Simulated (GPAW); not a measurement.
**A GW chain in GPAW: SnSe (Pnma)**

Wanted: ground state, empty states, screening and self-energy for SnSe (Pnma).

Main program and level: GPAW 26.7.0; PBE and many-body steps on it, plane waves.

The database entry behind the starting cell differs from later determinations by our own check (an axis about 0.9 % long against later determinations), so it need not match the best structure at ambient conditions.

### Step 1. Set-up

Symmetry: Pnma, No. 62, orthorhombic system. The conventional cell has a = 11.420 Å, b = 4.190 Å, c = 4.460 Å, α = 90.00°, β = 90.00°, γ = 90.00°. Nearest to Sn lie 5 Se at 2.69 to 3.32 Å. Nearest to Se lie 5 Sn at 2.69 to 3.32 Å. Farther neighbours and most contacts between anions are not listed.

The cell and positions come from the Crystallography Open Database and are kept as given unless a step says otherwise.

### Step 2. Ground state

This step: GPAW 26.7.0; DFT, PBE, plane waves, PAW.

The ground-state density comes first.

Input file run.py:

```python
import json
import numpy as np
from gpaw.mpi import world
from ase import Atoms
from gpaw import GPAW, PW, FermiDirac

atoms = Atoms(['Sn', 'Sn', 'Sn', 'Sn', 'Se', 'Se', 'Se', 'Se'],
    cell=[[11.4200000000, 0.0000000000, 0.0000000000],
      [0.0000000000, 4.1900000000, 0.0000000000],
      [0.0000000000, 0.0000000000, 4.4600000000]],
    scaled_positions=[[0.1230000000, 0.2500000000, 0.0910000000],
      [0.3770000000, 0.7500000000, 0.5910000000],
      [0.6230000000, 0.2500000000, 0.4090000000],
      [0.8770000000, 0.7500000000, 0.9090000000],
      [0.3570000000, 0.2500000000, 0.0160000000],
      [0.1430000000, 0.7500000000, 0.5160000000],
      [0.8570000000, 0.2500000000, 0.4840000000],
      [0.6430000000, 0.7500000000, 0.9840000000]],
    pbc=(True, True, True))
calc = GPAW(mode=PW(450),
    xc='PBE',
    kpts={'size': (2, 6, 6), 'gamma': True},
    occupations=FermiDirac(0.001),
    nbands=-10,
    convergence={'density': 1e-6, 'bands': -3},
    maxiter=100,
    txt='gs.txt')
atoms.calc = calc
res = {'energy': atoms.get_potential_energy(), 'forces': atoms.get_forces(), 'stress': atoms.get_stress()}
kpts = calc.get_ibz_k_points()
res['kpts'] = kpts
res['eigenvalues'] = [calc.get_eigenvalues(kpt=k) for k in range(len(kpts))]
res['n_electrons'] = calc.get_number_of_electrons()
calc.write('gs.gpw')

if world.rank == 0:
    with open('result.json', 'w') as f:
        json.dump(res, f, default=lambda x: x.tolist())
```

On the command line:

```
> mpirun -n 8 gpaw python run.py
```

Numbers of over 12 decimals in the logs are rounded to 6 here.

Log:

```text
__  _  _
 | _ |_)|_||  |
 |__||  | ||/\| - 26.7.0

Input parameters:
  mode=PW(ecut=450.000000),
  convergence={'density': 1e-06, 'bands': -3},
  kpts=MonkhorstPack(size=(2, 6, 6), gamma=True),
  maxiter=100,
  nbands=-10,
  occupations=Occupations(name='fermi-dirac', width=0.001, fixmagmom=False),
  xc=XC(name='PBE')
  [... matrices ...]
Diagonalizing LCAO Hamiltonian
Converting LCAO to pw mode
    .---------------------------.
   /|                Se     Sn  |
  / |                           |
 *  |  Se     Sn                |
 |  |                           |
 |  .--------------Sn-----Se----.
 | /                           /
 |/  Sn     Se                /
 *---------------------------*

Atoms  # Å, Bohr magnetons
|   | symbol |         x |        y |        z |    initial magnetic moments |
| 0 |     Sn |  1.404660 | 1.047500 | 0.405860 | ( 0.0000,  0.0000,  0.0000) |
| 1 |     Sn |  4.305340 | 3.142500 | 2.635860 | ( 0.0000,  0.0000,  0.0000) |
| 2 |     Sn |  7.114660 | 1.047500 | 1.824140 | ( 0.0000,  0.0000,  0.0000) |
| 3 |     Sn | 10.015340 | 3.142500 | 4.054140 | ( 0.0000,  0.0000,  0.0000) |
| 4 |     Se |  4.076940 | 1.047500 | 0.071360 | ( 0.0000,  0.0000,  0.0000) |
| 5 |     Se |  1.633060 | 3.142500 | 2.301360 | ( 0.0000,  0.0000,  0.0000) |
| 6 |     Se |  9.786940 | 1.047500 | 2.158640 | ( 0.0000,  0.0000,  0.0000) |
| 7 |     Se |  7.343060 | 3.142500 | 4.388640 | ( 0.0000,  0.0000,  0.0000) |

Unit cell  # Å
| periodic |         x |        y |        z |   lengths |    angles |
|      yes | 11.420000 | 0.000000 | 0.000000 | 11.420000 | 90.000000 |
|      yes |  0.000000 | 4.190000 | 0.000000 |  4.190000 | 90.000000 |
|      yes |  0.000000 | 0.000000 | 4.460000 |  4.460000 | 90.000000 |

Number of symmetries: 2
Symmetry operations  # r_c * U_cc + t_c -> r_c
|   | kind |            matrix            |
| 0 |  E   |  1, 0, 0,  0, 1, 0,  0, 0, 1 |
| 1 |  i   | -1, 0, 0,  0,-1, 0,  0, 0,-1 |

BZ-sampling:
  Number of BZ points: 72
  Number of IBZ points: 40

  Monkhorst-Pack size: [2, 6, 6]
  Monkhorst-Pack shift: [0.25, 0.083333, 0.083333]

K-points  # in reciprocal-cell coordinates
|     |                                coordinates |     weight |
|   0 | (  0.00000000,   0.00000000,   0.00000000) | 0.01388889 |
|   1 | (  0.00000000,   0.00000000,   0.16666667) | 0.02777778 |
|   2 | (  0.00000000,   0.00000000,   0.33333333) | 0.02777778 |
|   3 | (  0.00000000,   0.00000000,   0.50000000) | 0.01388889 |
|   4 | (  0.00000000,   0.16666667,  -0.33333333) | 0.02777778 |
|   5 | (  0.00000000,   0.16666667,  -0.16666667) | 0.02777778 |
|   6 | (  0.00000000,   0.16666667,   0.00000000) | 0.02777778 |
|   7 | (  0.00000000,   0.16666667,   0.16666667) | 0.02777778 |
|   8 | (  0.00000000,   0.16666667,   0.33333333) | 0.02777778 |
|   9 | (  0.00000000,   0.16666667,   0.50000000) | 0.02777778 |
| ... |                                            |            |
|  39 | (  0.50000000,   0.50000000,   0.50000000) | 0.01388889 |

Plane wave coefficients: 4644
Cutoff: 450.000000 eV

Spin-components: 1 (collinear spins)
Bands:           50
Projectors:      44
Spin-degeneracy: 2
Datatype:        complex128

  Storage: CPU
  Wave functions: 148_064_000 bytes (18_508_000 per core)
  Projectors: 82_915_840 bytes (10_364_480 per core)
  [... matrices ...]
Parallelization:
  kpt:    8
  domain: 1
  band:   1

Density:
  Valence electrons: 80.0
  Components: 1
  Grid points: [56 21 24]
  Charge: 0.0  # |e|

Potential:
  Grid points: [56 21 24]

species:
  Sn:
    name:    Tin
    Z:       50.0
    valence: 14
    core:    36
    charge:  0.0  # [|e|]
    compensation charges:
      type: gauss
      rc: 0.38  # [Å]
      lmax: 2
    cutoffs:
      filter: 2.23  # [Å]
      core: 2.35  # [Å]
    projectors
    | kind |    occ | energy [eV] | rcut [Å] |
    |   5s |  2.000 |     -10.538 |    1.201 |
    |   5p |  2.000 |      -3.696 |    1.270 |
    |   4d | 10.000 |     -25.845 |    1.185 |
    |    s |        |      16.674 |    1.201 |
    |    p |        |      23.515 |    1.270 |
    |    d |        |       1.367 |    1.185 |

    Using partial waves for Sn as LCAO basis

  Se:
    name:    Selenium
    Z:       34.0
    valence: 6
    core:    28
    charge:  0.0  # [|e|]
    compensation charges:
      type: gauss
      rc: 0.27  # [Å]
      lmax: 2
    cutoffs:
      filter: 1.77  # [Å]
      core: 2.67  # [Å]
    projectors
    | kind |    occ | energy [eV] | rcut [Å] |
    |   4s |  2.000 |     -17.277 |    0.847 |
    |   4p |  4.000 |      -6.512 |    1.005 |
    |    s |        |       9.935 |    0.847 |
    |    p |        |      20.699 |    1.005 |
    |    d |        |       0.000 |    0.847 |

    Using partial waves for Se as LCAO basis

Reference energy: -936456.901751  # eV

eigensolver:
  PPCG
  Converge bands: -3
  niter=2

density mixing:
  MSR1-Mixer
  Pratt-step length: 0.05
  Maximum mixing coefficient: 0.75
  Old densities: 10
  SVD Regularization: 0.005
  Good broyden scale: 1.0
  Trust region scale: 1.0
  Backstep threshold: 4.0
  History deletion threshold: 6.0
  Fourier metric: weight=20.0, sigma=0.015

occupation numbers:
  Fermi-Dirac:
    width: 0.0010  # eV

poisson solver:
  ecut: 3600.000000  # eV

xc functional:
  name: PBE with 2 nearest neighbor stencil

Initialization done in: 5.590 s

convergence criteria:
- Maximum integral of absolute [dens]ity change: 1e-06 electrons / valence electron
- Maximum [total energy] change in last 3 cyles: 0.0005 eV / valence electron
- Maximum integral of absolute [eigenst]ate change: 4e-08 eV^2 / valence electron
maximum number of iterations: 100

SCF iterations
|iter     |     time |      energy | eigst |  dens |
|iter:   1|  |  -33.944235 | +0.35 |       |
|iter:   2|  |  -33.832359 | -0.77 | -1.31 |
|iter:   3|  |  -33.375428 | -1.19 | -1.36 |
|iter:   4|  |  -33.363011 | -1.71 | -1.81 |
|iter:   5|  |  -33.360405c| -2.25 | -2.26 |
|iter:   6|  |  -33.360826c| -2.68 | -2.64 |
|iter:   7|  |  -33.360894c| -3.00 | -3.28 |
|iter:   8|  |  -33.360898c| -3.22 | -3.89 |
|iter:   9|  |  -33.360899c| -3.49 | -4.62 |
|iter:  10|  |  -33.360899c| -3.68 | -5.11 |
|iter:  11|  |  -33.360899c| -3.87 | -5.83 |
|iter:  12|  |  -33.360899c| -3.90 | -6.18c|
|iter:  13|  |  -33.360899c| -4.13 | -6.75c|
|iter:  14|  |  -33.360899c| -4.46 | -7.15c|
|iter:  15|  |  -33.360899c| -4.61 | -7.65c|
|iter:  16|  |  -33.360899c| -5.08 | -7.80c|
|iter:  17|  |  -33.360899c| -3.40 | -8.27c|
|iter:  18|  |  -33.360899c| -4.45 | -8.64c|
|iter:  19|  |  -33.360899c| -5.27 | -8.81c|
|iter:  20|  |  -33.360899c| -5.92 | -8.93c|
|iter:  21|  |  -33.360899c| -6.41 | -9.23c|
|iter:  22|  |  -33.360899c| -6.71 | -9.62c|
|iter:  23|  |  -33.360899c| -7.12 | -9.62c|
|iter:  24|  |  -33.360899c| -7.44c| -9.92c|

Converged in 24 steps
SCF loop duration: 111.054 s (4.627 s/step)
Energy contributions relative to reference atoms: (reference = -936456.901751)
  [... matrices ...]
Energy contributions:
  Kinetic:          60.693868
  Coulomb:         -59.945534
  Zero:             -0.119576
  External:          0.000000
  Xc:              -33.989656
  Entropy:          -0.000000
  Spinorbit:         0.000000
  ----------------------------
  Free energy:     -33.360899
  Extrapolated:    -33.360899

dipole moment: (0.000195, 0.000071, 0.000076)  # |e|*Ang

Fermi level: 6.304
Eigenvalues  # (at kpt = [0.000, 0.000, 0.000])
| band index |      eig [eV] | occ [0-2] |
|          0 |       -15.381 |     2.000 |
|        ... |               |           |
|         32 |         3.043 |     2.000 |
|         33 |         3.109 |     2.000 |
|         34 |         3.722 |     2.000 |
|         35 |         4.127 |     2.000 |
|         36 |         4.404 |     2.000 |
|         37 |         4.772 |     2.000 |
|         38 |         5.186 |     2.000 |
|         39 |         5.403 |     2.000 |
|         40 |         6.747 |     0.000 |
[...]
|         47 |        10.469 |     0.000 |
|        ... |               |           |
|         49 |        10.592 |     0.000 |

Gap: 0.533 eV
Transition (v -> c):
  (s=0, k=2, n=39, [0.00, 0.00, 0.33]) -> (s=0, k=12, n=40, [0.00, 0.33, 0.00])
Direct/indirect transitions are different
Direct gap: 0.700 eV
Transition at: (s=0, k=12, n=39, [0.00, 0.33, 0.00])
  [... matrices ...]
Forces  # eV/Ang
|        x |        y |        z |
| -0.28939 | -0.00012 |  0.02652 |  # Sn   0
|  0.28939 |  0.00012 |  0.02652 |  # Sn   1
| -0.28939 | -0.00012 | -0.02652 |  # Sn   2
|  0.28939 |  0.00012 | -0.02652 |  # Sn   3
|  0.23414 |  0.00000 | -0.04282 |  # Se   4
| -0.23414 | -0.00000 | -0.04282 |  # Se   5
|  0.23414 |  0.00000 |  0.04282 |  # Se   6
| -0.23414 | -0.00000 |  0.04282 |  # Se   7

Force computation time: 0.606  # s

Stress tensor  # eV/Ang^3
|         x |         y |         z |
| -0.020129 | -0.000000 |  0.000000 |
| -0.000000 | -0.003219 | -0.000000 |
|  0.000000 | -0.000000 | -0.002018 |

Stress computation time: 2.787  # s

# Writing to gs.gpw (mode='')
  [... matrices ...]
```

Wall time 2.1 min (8 MPI ranks of Arm Neoverse V1, shared host); peak memory 1.8 GiB; 10 min of CPU time.

Numbers from this step:

| Property | Result |
| --- | --- |
| total energy | -33.36 eV |
| gap | 0.5330 eV |
| k of the valence top | 0, 0, 0.3333 |
| k of the conduction bottom | 0, 0.3333, 0 |
| least direct gap | 0.7003 eV |
| pressure | 1.355 GPa |

The gap is indirect, with the least direct gap 0.17 eV higher.

### Step 3. Bands along the symmetry lines

The cheap functional maps the bands first; the places of the edges decide which points the dearer methods must see.

Input file run.py:

```python
import json
import numpy as np
from gpaw.mpi import world
from gpaw import GPAW

path = [[0.000000, 0.000000, 0.000000],
    [0.062500, 0.000000, 0.000000],
    [0.125000, 0.000000, 0.000000],
    [0.187500, 0.000000, 0.000000],
    [0.250000, 0.000000, 0.000000],
    [0.312500, 0.000000, 0.000000],
    [0.375000, 0.000000, 0.000000],
    [0.437500, 0.000000, 0.000000],
    [0.500000, 0.000000, 0.000000],
    [0.500000, 0.062500, 0.000000],
    [0.500000, 0.125000, 0.000000],
    [0.500000, 0.187500, 0.000000],
    [0.500000, 0.250000, 0.000000],
    [0.500000, 0.312500, 0.000000],
    [0.500000, 0.375000, 0.000000],
    [0.500000, 0.437500, 0.000000],
    [0.500000, 0.500000, 0.000000],
    [0.437500, 0.500000, 0.000000],
    [0.375000, 0.500000, 0.000000],
    [0.312500, 0.500000, 0.000000],
    [0.250000, 0.500000, 0.000000],
    [0.187500, 0.500000, 0.000000],
    [0.125000, 0.500000, 0.000000],
    [0.062500, 0.500000, 0.000000],
    [0.000000, 0.500000, 0.000000],
    [0.000000, 0.437500, 0.000000],
    [0.000000, 0.375000, 0.000000],
    [0.000000, 0.312500, 0.000000],
    [0.000000, 0.250000, 0.000000],
    [0.000000, 0.187500, 0.000000],
    [0.000000, 0.125000, 0.000000],
    [0.000000, 0.062500, 0.000000],
    [0.000000, 0.000000, 0.000000],
    [0.000000, 0.000000, 0.062500],
    [0.000000, 0.000000, 0.125000],
    [0.000000, 0.000000, 0.187500],
    [0.000000, 0.000000, 0.250000],
    [0.000000, 0.000000, 0.312500],
    [0.000000, 0.000000, 0.375000],
    [0.000000, 0.000000, 0.437500],
    [0.000000, 0.000000, 0.500000],
    [0.062500, 0.000000, 0.500000],
    [0.125000, 0.000000, 0.500000],
    [0.187500, 0.000000, 0.500000],
    [0.250000, 0.000000, 0.500000],
    [0.312500, 0.000000, 0.500000],
    [0.375000, 0.000000, 0.500000],
    [0.437500, 0.000000, 0.500000],
    [0.500000, 0.000000, 0.500000],
    [0.500000, 0.062500, 0.500000],
    [0.500000, 0.125000, 0.500000],
    [0.500000, 0.187500, 0.500000],
    [0.500000, 0.250000, 0.500000],
    [0.500000, 0.312500, 0.500000],
    [0.500000, 0.375000, 0.500000],
    [0.500000, 0.437500, 0.500000],
    [0.500000, 0.500000, 0.500000],
    [0.437500, 0.500000, 0.500000],
    [0.375000, 0.500000, 0.500000],
    [0.312500, 0.500000, 0.500000],
    [0.250000, 0.500000, 0.500000],
    [0.187500, 0.500000, 0.500000],
    [0.125000, 0.500000, 0.500000],
    [0.062500, 0.500000, 0.500000],
    [0.000000, 0.500000, 0.500000],
    [0.000000, 0.437500, 0.500000],
    [0.000000, 0.375000, 0.500000],
    [0.000000, 0.312500, 0.500000],
    [0.000000, 0.250000, 0.500000],
    [0.000000, 0.187500, 0.500000],
    [0.000000, 0.125000, 0.500000],
    [0.000000, 0.062500, 0.500000],
    [0.000000, 0.000000, 0.500000],
    [0.500000, 0.000000, 0.000000],
    [0.500000, 0.000000, 0.062500],
    [0.500000, 0.000000, 0.125000],
    [0.500000, 0.000000, 0.187500],
    [0.500000, 0.000000, 0.250000],
    [0.500000, 0.000000, 0.312500],
    [0.500000, 0.000000, 0.375000],
    [0.500000, 0.000000, 0.437500],
    [0.500000, 0.000000, 0.500000],
    [0.000000, 0.500000, 0.000000],
    [0.000000, 0.500000, 0.062500],
    [0.000000, 0.500000, 0.125000],
    [0.000000, 0.500000, 0.187500],
    [0.000000, 0.500000, 0.250000],
    [0.000000, 0.500000, 0.312500],
    [0.000000, 0.500000, 0.375000],
    [0.000000, 0.500000, 0.437500],
    [0.000000, 0.500000, 0.500000],
    [0.500000, 0.500000, 0.000000],
    [0.500000, 0.500000, 0.062500],
    [0.500000, 0.500000, 0.125000],
    [0.500000, 0.500000, 0.187500],
    [0.500000, 0.500000, 0.250000],
    [0.500000, 0.500000, 0.312500],
    [0.500000, 0.500000, 0.375000],
    [0.500000, 0.500000, 0.437500],
    [0.500000, 0.500000, 0.500000]]
calc = GPAW('gs.gpw').fixed_density(kpts=path,
    symmetry='off',
    nbands=50,
    convergence={'bands': 46},
    txt='bands.txt')
res = {}
kpts = calc.get_ibz_k_points()
res['kpts'] = kpts
res['eigenvalues'] = [calc.get_eigenvalues(kpt=k) for k in range(len(kpts))]
res['n_electrons'] = calc.get_number_of_electrons()

if world.rank == 0:
    with open('result.json', 'w') as f:
        json.dump(res, f, default=lambda x: x.tolist())
```

On the command line:

```
> mpirun -n 8 gpaw python run.py
```

Log:

```text
Diagonalizing LCAO Hamiltonian
Converting LCAO to pw mode
convergence criteria:
- Maximum integral of absolute [eigenst]ate change: 4e-08 eV^2 / valence electron
maximum number of iterations: 100

SCF iterations
|iter     |     time |      energy | eigst |  dens |
|iter:   1|  |             | +0.36 |       |
|iter:   2|  |             | -0.66 |       |
|iter:   3|  |             | -1.43 |       |
[...]
|iter:  17|  |             | -6.84 |       |
|iter:  18|  |             | -7.16 |       |
|iter:  19|  |             | -7.46c|       |
SCF steps: 19
  __  _  _
 | _ |_)|_||  |
 |__||  | ||/\| - 26.7.0

Input parameters:
  mode=PW(ecut=450.000000),
  convergence={'bands': 46},
  gpts=array([56, 21, 24]),
  kpts=KPoints(kpts=array([[0.    , 0.    , 0.    ],
         [0.0625, 0.    , 0.    ],
         [0.125 , 0.    , 0.    ],
         [0.1875, 0.    , 0.    ],
         [0.25  , 0.    , 0.    ],
         [0.3125, 0.    , 0.    ],
         [0.375 , 0.    , 0.    ],
[...]
[0.5   , 0.0625, 0.    ],
[...]
[0.5   , 0.1875, 0.    ],
[...]
[0.5   , 0.3125, 0.    ],
[...]
[0.    , 0.    , 0.0625],
[...]
[0.    , 0.    , 0.1875],
[...]
[0.    , 0.    , 0.3125],
[...]
[0.1875, 0.5   , 0.5   ],
[...]
[0.0625, 0.5   , 0.5   ],
[...]
[0.    , 0.1875, 0.5   ],
[...]
[0.    , 0.0625, 0.5   ],
[...]
[0.5   , 0.5   , 0.25  ],
         [0.5   , 0.5   , 0.3125],
         [0.5   , 0.5   , 0.375 ],
         [0.5   , 0.5   , 0.4375],
         [0.5   , 0.5   , 0.5   ]])),
  maxiter=100,
  nbands=50,
  occupations=Occupations(name='fermi-dirac', width=0.001, fixmagmom=False),
  parallel={},
  symmetry=Symmetry(point_group=False, time_reversal=False),
  xc=XC(name='PBE')
```

It took 2.8 min on 8 MPI ranks; peak memory 2.3 GiB; 18 min of CPU time.

Numbers from this step:

| Property | Result |
| --- | --- |
| gap | 0.5865 eV |
| k of the valence top | 0, 0, 0.3125 |
| k of the conduction bottom | 0, 0.3125, 0 |
| least direct gap | 0.6562 eV |

The gap is 0.586 eV, +0.053 eV from the run before at this level.

The electronic bands at the labelled points (eV, zero at the top of the highest filled band):

```
    point  band 37  band 38  band 39  band 40  band 41  band 42  band 43  band 44
        Γ    -1.52    -1.16    -0.74    -0.52     0.82     2.98     3.07     3.10
  halfway    -1.74    -1.60    -0.69    -0.54     1.61     2.77     2.88     3.28
        X    -1.81    -1.81    -0.60    -0.60     2.67     2.67     2.86     2.86
  halfway    -1.54    -1.54    -0.47    -0.47     1.61     1.61     2.42     2.42
        S    -0.97    -0.97    -0.97    -0.97     1.43     1.43     1.43     1.43
  halfway    -1.05    -1.05    -0.81    -0.81     1.11     1.11     1.54     1.54
        Y    -0.99    -0.99    -0.71    -0.71     0.94     0.94     1.43     1.43
  halfway    -1.40    -0.81    -0.75    -0.27     1.03     1.24     2.27     2.47
        Γ    -1.52    -1.16    -0.74    -0.52     0.82     2.98     3.07     3.10
  halfway    -1.19    -1.05    -0.60    -0.26     1.14     1.45     2.12     2.15
        Z    -0.74    -0.74    -0.27    -0.27     1.29     1.29     1.61     1.61
  halfway    -0.61    -0.61    -0.24    -0.24     1.21     1.21     1.65     1.65
        U    -0.51    -0.51    -0.25    -0.25     1.28     1.28     1.63     1.63
  halfway    -1.72    -1.72    -1.10    -1.10     2.49     2.49     3.07     3.07
        R    -1.50    -1.50    -1.50    -1.50     2.65     2.65     2.65     2.65
  halfway    -1.92    -1.92    -1.40    -1.40     2.71     2.71     2.95     2.95
        T    -2.21    -2.21    -1.48    -1.48     2.89     2.89     3.14     3.14
  halfway    -1.46    -1.46    -0.91    -0.91     1.62     1.62     2.98     2.98
        Z    -0.74    -0.74    -0.27    -0.27     1.29     1.29     1.61     1.61
jump to X    -1.81    -1.81    -0.60    -0.60     2.67     2.67     2.86     2.86
  halfway    -1.22    -1.22    -0.61    -0.61     1.97     1.97     2.47     2.47
        U    -0.51    -0.51    -0.25    -0.25     1.28     1.28     1.63     1.63
jump to Y    -0.99    -0.99    -0.71    -0.71     0.94     0.94     1.43     1.43
  halfway    -1.97    -1.97    -0.92    -0.92     1.44     1.44     2.86     2.86
        T    -2.21    -2.21    -1.48    -1.48     2.89     2.89     3.14     3.14
jump to S    -0.97    -0.97    -0.97    -0.97     1.43     1.43     1.43     1.43
```

(Continued in part 2 of 2.)

[Paths, hosts, dates, memory and timing lines, banners, echoed tables and standing remarks are left out of the program output.]

[Logs are printed without paths, hosts, clocks, repeated set-up lines and the standing remarks that a program may print on its own settings, such as how far it seeks lower states.]

[Runs of the session that timed out or met a known fault of the program may be left out.]

[Hosts, paths, dates, database ids (printed as entryN), source tags and the programs' standing remarks are cut or masked in the printed files.]
